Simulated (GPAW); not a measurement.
## Work function of 1T-PbSeTe monolayer at several levels

How far do functional and basis move the work function of 1T-PbSeTe monolayer?

Method: GPAW, PAW setups; layer in a repeated cell with vacuum, relaxation of atoms and in-plane cell, in the first sound run; inputs show where later runs differ, in GPAW 26.7.0.

**1. Starting point**

The cell holds 3 atoms: 1 Te, 1 Pb and 1 Se. Cell: a = 3.750 Å, b = 3.750 Å, c = 20.953 Å, α = 90.0°, β = 90.0°, γ = 120.0°. Vacuum lies along c.

**2. Relaxation**

Forces are removed first; all later runs use this geometry.

run.py reads:

```python
import json
import numpy as np
from ase import Atoms
from ase.filters import FrechetCellFilter
from ase.optimize import BFGS
from gpaw import GPAW, PW

slab = Atoms(
    ['Te', 'Pb', 'Se'],
    positions=[
        [1.87497, 1.08252, 9.00000],
        [0.00000, 0.00000, 10.63659],
        [-0.00000, 2.16503, 11.95333]],
    cell=[[3.74994, 0.0, 0.0], [-1.87497, 3.24755, 0.0], [0.0, 0.0, 20.9533]],
    pbc=[True, True, True])

slab.calc = GPAW(mode=PW(600), xc='PBE', kpts={'size': (9, 9, 1), 'gamma': True},
                 occupations={'name': 'fermi-dirac', 'width': 0.05}, nbands='200%',
                 convergence={'density': 1e-05}, maxiter=200,
                 symmetry={'tolerance': 1e-3}, txt='slab.txt')
result = {}
# The in-plane cell is free; stress needs a cell that repeats along all three vectors
path = []
opt = BFGS(FrechetCellFilter(slab, mask=[1, 1, 0, 0, 0, 1]), maxstep=0.2)
opt.attach(lambda: path.append((slab.get_potential_energy(), slab.positions.tolist(), slab.get_forces().tolist())))
result['relaxed'] = bool(opt.run(fmax=0.02, steps=45))
result['path'] = path
result['cell'] = slab.cell.tolist()
print('in-plane lattice', slab.cell.cellpar().round(4)[[0, 1, 5]])
energy = slab.get_potential_energy()
fermi = slab.calc.get_fermi_level()
v = slab.calc.get_electrostatic_potential().mean((0, 1)) - fermi
n = slab.calc.get_pseudo_density().mean((0, 1))
L = slab.cell[2, 2]
z = np.arange(len(v)) * L / len(v)
low, high = slab.positions[:, 2].min(), slab.positions[:, 2].max()
below, above = np.interp([low - 6.8, high + 6.8], z, v)
slopes = [np.interp(x, z, np.gradient(v, z)) for x in (low - 6.8, high + 6.8)]
eps = np.array([[slab.calc.get_eigenvalues(k, s) for k in range(len(slab.calc.get_ibz_k_points()))]
                for s in range(slab.calc.get_number_of_spins())]) - fermi
top, bottom = eps[eps < 0].max(), eps[eps > 0].min()
dipole = slab.get_dipole_moment()[2]
print(f'energy {energy:.4f} eV, Fermi level {fermi:.4f} eV, dipole {dipole:.5f} e A')
print(f'potential 6.8 A off the faces, from the Fermi level: lower {below:.4f} eV, upper {above:.4f} eV')
print(f'slope of the potential there: lower {slopes[0]:.5f}, upper {slopes[1]:.5f} eV/A')
print(f'nearest levels on the mesh: {top:.4f} and {bottom:.4f} eV')
print('magnetic moment', round(slab.get_magnetic_moment(), 3))
result.update(energy=energy, fermi=fermi, dipole=dipole, below=below, above=above, slopes=slopes, edges=[top, bottom],
              z=z.tolist(), v=v.tolist(), n=n.tolist(), positions=slab.positions.tolist(),
              forces=slab.get_forces(apply_constraint=False).tolist(), moments=slab.get_magnetic_moments().tolist())
json.dump(result, open('result.json', 'w'))
```

On the command line:

```console
> OMP_NUM_THREADS=1 OPENBLAS_NUM_THREADS=1 python run.py
```

Log:

```text
Step          Energy          fmax
BFGS:    0       -7.980373        5.203027
BFGS:    1       -9.131651        3.398997
BFGS:    2      -10.175442        1.157712
BFGS:    3      -10.322389        0.532490
BFGS:    4      -10.345077        0.271768
BFGS:    5      -10.348150        0.193104
BFGS:    6      -10.351518        0.177633
BFGS:    7      -10.356217        0.186969
BFGS:    8      -10.359888        0.143543
BFGS:    9      -10.361701        0.153841
BFGS:   10      -10.363157        0.160046
BFGS:   11      -10.364895        0.126562
BFGS:   12      -10.365908        0.060997
BFGS:   13      -10.366222        0.014397
in-plane lattice [  4.0342   4.0342 120.    ]
energy -10.3532 eV, Fermi level -2.1162 eV, dipole -0.03772 e A
potential 6.8 A off the faces, from the Fermi level: lower 5.4013 eV, upper 5.4849 eV
slope of the potential there: lower -0.02292, upper -0.02300 eV/A
nearest levels on the mesh: -0.0280 and 0.0539 eV
magnetic moment 0.0
```

Elapsed: 17 min, on 1 thread of AMD EPYC 7R13 (Zen 3), shared host; peak memory 0.46 GiB.

Numbers from this step:

* dipole along the normal: -0.03772 e·Å
* levels nearest the Fermi level on the mesh: -0.02803, 0.05387 eV from the Fermi level

Table of electrostatic potential energy of an electron (without an applied field's), less the Fermi level, planar mean by z:

```
z (Å)  electrostatic potential energy of an electron (without an applied field's), less the Fermi level, planar mean (eV)
  0.0                                                                                                                5.44
  0.5                                                                                                                5.43
  1.0                                                                                                                5.42
  1.5                                                                                                                5.41
  2.0                                                                                                                5.40
  2.5                                                                                                                5.39
  3.0                                                                                                                5.37
  3.5                                                                                                                5.36
  4.0                                                                                                                5.35
  4.5                                                                                                                5.34
  5.0                                                                                                                5.33
  5.5                                                                                                                5.31
  6.0                                                                                                                5.27
  6.5                                                                                                                5.15
  7.0                                                                                                                4.69
  7.5                                                                                                                2.92
  8.0                                                                                                               -3.31
  8.5                                                                                                               -13.8
  9.0                                                                                                               -8.42
  9.5                                                                                                               -1.02
 10.0                                                                                                               -3.55
 10.5                                                                                                               -13.7
 11.0                                                                                                               -11.1
 11.5                                                                                                               -3.24
 12.0                                                                                                               -7.93
 12.5                                                                                                               -9.63
 13.0                                                                                                               0.903
 13.5                                                                                                                4.50
 14.0                                                                                                                5.35
 14.5                                                                                                                5.53
 15.0                                                                                                                5.57
 15.5                                                                                                                5.56
 16.0                                                                                                                5.56
 16.5                                                                                                                5.54
 17.0                                                                                                                5.53
 17.5                                                                                                                5.52
 18.0                                                                                                                5.51
 18.5                                                                                                                5.50
 19.0                                                                                                                5.49
 19.5                                                                                                                5.48
 20.0                                                                                                                5.46
 20.5                                                                                                                5.45
```

Table of pseudo valence density, planar mean by z:

```
z (Å)  pseudo valence density, planar mean (e/Å³)
  4.5                                      2.3e-5
  5.0                                      9.6e-5
  5.5                                      3.9e-4
  6.0                                     0.00160
  6.5                                     0.00646
  7.0                                      0.0255
  7.5                                      0.0921
  8.0                                       0.222
  8.5                                       0.101
  9.0                                       0.229
  9.5                                       0.224
 10.0                                       0.302
 10.5                                       0.787
 11.0                                       0.625
 11.5                                       0.324
 12.0                                       0.289
 12.5                                       0.208
 13.0                                       0.186
 13.5                                      0.0540
 14.0                                      0.0124
 14.5                                     0.00278
 15.0                                      6.4e-4
 15.5                                      1.5e-4
 16.0                                      3.5e-5
```

The relaxation lowered the energy of the cell by 2.38 eV (energies extrapolated to zero smearing; the optimiser's log prints free energies). The largest force left on a free atom is 0.013 eV/Å.

**3. The slab's potential**

With the geometry fixed, the planar mean of the potential gives the vacuum level on each side.

This step: GPAW, PAW setups; slab in vacuum (GPAW 26.7.0).

The cell differs from the one that the last finished run ended in (c 20.953 → 21.712 Å).

run.py, as its differences from that of step 2:

```diff
@@ -3,4 +3,2 @@
 from ase import Atoms
-from ase.filters import FrechetCellFilter
-from ase.optimize import BFGS
 from gpaw import GPAW, PW
@@ -10,21 +8,14 @@
     positions=[
-        [1.87497, 1.08252, 9.00000],
-        [0.00000, 0.00000, 10.63659],
-        [-0.00000, 2.16503, 11.95333]],
-    cell=[[3.74994, 0.0, 0.0], [-1.87497, 3.24755, 0.0], [0.0, 0.0, 20.9533]],
-    pbc=[True, True, True])
+        [2.01710, 1.16458, 9.00000],
+        [0.00000, -0.00000, 11.07705],
+        [-0.00000, 2.32915, 12.71216]],
+    cell=[[4.0342, -0.0, 0.0], [-2.0171, 3.49373, 0.0], [0.0, 0.0, 21.7122]],
+    pbc=[True, True, False])
 
-slab.calc = GPAW(mode=PW(600), xc='PBE', kpts={'size': (9, 9, 1), 'gamma': True},
+slab.calc = GPAW(mode=PW(400), xc='PBE', kpts={'size': (9, 9, 1), 'gamma': True},
                  occupations={'name': 'fermi-dirac', 'width': 0.05}, nbands='200%',
                  convergence={'density': 1e-05}, maxiter=200,
+                 poissonsolver={'dipolelayer': 'xy'},
                  symmetry={'tolerance': 1e-3}, txt='slab.txt')
 result = {}
-# The in-plane cell is free; stress needs a cell that repeats along all three vectors
-path = []
-opt = BFGS(FrechetCellFilter(slab, mask=[1, 1, 0, 0, 0, 1]), maxstep=0.2)
-opt.attach(lambda: path.append((slab.get_potential_energy(), slab.positions.tolist(), slab.get_forces().tolist())))
-result['relaxed'] = bool(opt.run(fmax=0.02, steps=45))
-result['path'] = path
-result['cell'] = slab.cell.tolist()
-print('in-plane lattice', slab.cell.cellpar().round(4)[[0, 1, 5]])
 energy = slab.get_potential_energy()
```

Log:

```text
energy -10.2500 eV, Fermi level -2.2356 eV, dipole -0.02704 e A
potential 6.8 A off the faces, from the Fermi level: lower 5.2759 eV, upper 5.6196 eV
slope of the potential there: lower -0.00001, upper -0.00004 eV/A
nearest levels on the mesh: -0.0279 and 0.0532 eV
magnetic moment 0.0
```

It took 35 s on 1 thread; peak memory 0.24 GiB.

Numbers from this step:

| Item | Value |
| --- | --- |
| dipole along the normal | -0.02704 e·Å |
| levels nearest the Fermi level on the mesh | -0.02793, 0.05323 eV from the Fermi level |
| upper work function | 5.620 eV |
| lower work function | 5.276 eV |

Electrostatic potential energy of an electron (without an applied field's), less the Fermi level, planar mean against z:

```
z (Å)  electrostatic potential energy of an electron (without an applied field's), less the Fermi level, planar mean (eV)
    0                                                                                                                5.45
    1                                                                                                                5.28
    2                                                                                                                5.28
    3                                                                                                                5.28
    4                                                                                                                5.28
    5                                                                                                                5.28
    6                                                                                                                5.26
    7                                                                                                                5.08
    8                                                                                                                2.16
    9                                                                                                               -14.5
   10                                                                                                              -0.748
   11                                                                                                               -14.9
   12                                                                                                               -3.08
   13                                                                                                               -7.20
   14                                                                                                                4.79
   15                                                                                                                5.58
   16                                                                                                                5.62
   17                                                                                                                5.62
   18                                                                                                                5.62
   19                                                                                                                5.62
   20                                                                                                                5.62
   21                                                                                                                5.62
```

The pseudo valence density, planar mean oscillates, so the rows of the table below give means over windows of 1 Å about each position, cut where the curve ends. Its maxima inside the range that stand out by 2 % of the span (Å: e/Å³): 8.5: 0.232, 9.5: 0.259, 11.2: 0.887, 13.0: 0.257. Its minima: 8.9: 0.0958, 9.9: 0.219, 12.8: 0.171.

Pseudo valence density, planar mean against z; means over each step:

z (Å), pseudo valence density, planar mean (e/Å³) and a bar:
```
        5      0.000 
        6      0.001 
        7      0.012 #
        8      0.125 ######
        9      0.163 #######
       10      0.253 ###########
       11      0.678 ##############################
       12      0.345 ###############
       13      0.210 #########
       14      0.055 ##
       15      0.003 
       16      0.000 
       17      0.000
```

The potential is flat to 3.9e-5 eV/Å where it is read, so the vacuum is wide enough.

(Part 1 of 3 ends here.)

[Logs are printed without paths, hosts, clocks, repeated set-up lines and the standing remarks that a program may print on its own settings, such as how far it seeks lower states.]

[Hosts, paths, dates, database ids (printed as entryN), source tags and the programs' standing remarks are cut or masked in the printed files.]
